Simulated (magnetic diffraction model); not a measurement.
## Er₂BeSi₂: the ordered moment from one line

Space group C2/m (no. 12), a = 10.0980 Å, b = 4.0580 Å, c = 9.8960 Å, β = 116.77°.

```
site  atom       x    y       z
  4i    Er  0.0090    0  0.3332
  4i    Er  0.6962  1/2  0.1219
  4i    Si  0.8498  1/2  0.4456
  4i    Si  0.9898  1/2  0.1145
  4i    Be  0.2768    0  0.6561
```

The compound is invented for this exercise: a known structure type with other elements, its cell scaled to their sizes and not relaxed.

Only Er is taken to order (form factors of Er3+); orders and moment sizes are assumed, and not adapted to the symmetry. Radiation: neutrons of λ = 1.594 Å, 1.5° to 35°; isotropic B of 0.28 Å² (Er), 0.53 Å² (Si) and 0.57 Å² (Be). The intensities are simulated: I ∝ L Σ (|F_N|² + |F_M⊥|²) for unpolarised neutrons, with F_M = 2.695 fm/μB × Σ f(s) S exp(2πi Q·r) exp(−B s²) at Q = H ± k (one set where k and −k are equivalent), only the part normal to Q counting and L = 1/(sin²θ cos θ). For a modulated order the moment at position r is S exp(−2πi k·r) + c.c., with S = m/2 for a sine wave of amplitude m and S = m(u + iv)/2 for moments turning in a plane, u and v being orthogonal unit vectors in it; the phase factor of the sum at Q = H + k is then exp(2πi H·r). Form factors are spin-only for 3d ions and dipole or tabulated for f ions, scattering lengths are Sears's of 1992, and absorption is left out. A label names one of the reflections at its angle. The strongest nuclear line in the range is 100, and lines under 0.2 are left out.

In a first state the assumed order is k = (0 0 1/5), moments turning in the plane of [100] and [010], 7.6 μB on Er; signs + at (0.0090, 0, 0.3332), + at (0.9910, 0, 0.6668), − at (0.6962, 1/2, 0.1219), + at (0.3038, 1/2, 0.8781), with this pattern:

```
2θ (°)        index  nuclear  magnetic
  2.07    (0 0 1/5)      0.0   45433.4
  8.28    (0 0 4/5)      0.0    2044.8
 10.35      (0 0 1)    100.0       0.0
 12.43    (0 0 6/5)      0.0     892.8
 18.18   (2 0 -4/5)      0.0     317.0
 18.21     (2 0 -1)     63.9       0.0
 18.46   (2 0 -6/5)      0.0     316.1
 18.69    (0 0 9/5)      0.0     653.4
 19.51   (2 0 -1/5)      0.0     372.4
 20.37      (2 0 0)     18.5       0.0
 20.53   (2 0 -9/5)      0.0     260.3
 20.79      (0 0 2)     17.3       0.0
 21.40    (2 0 1/5)      0.0     344.6
 21.59     (2 0 -2)      7.4       0.0
 22.79  (2 0 -11/5)      0.0     232.8
 22.89   (0 0 11/5)      0.0     422.7
```
(The table stops after 16 lines; 24 more lie at higher angle.)

**Question.** Nearer the ordering temperature the line at 2.07° has total intensity 22262.3 on the same scale, and all moments have shrunk alike. How large is the Er moment?

The nuclear part, 0.0, stays, so the magnetic part is 22262.3 against 45433.4. It goes as m², so m = 7.6 × √(22262.3/45433.4) = 5.32 μB; the value used was 5.32 μB.

[Logs are printed without paths, hosts, clocks, repeated set-up lines and the standing remarks that a program may print on its own settings, such as how far it seeks lower states.]
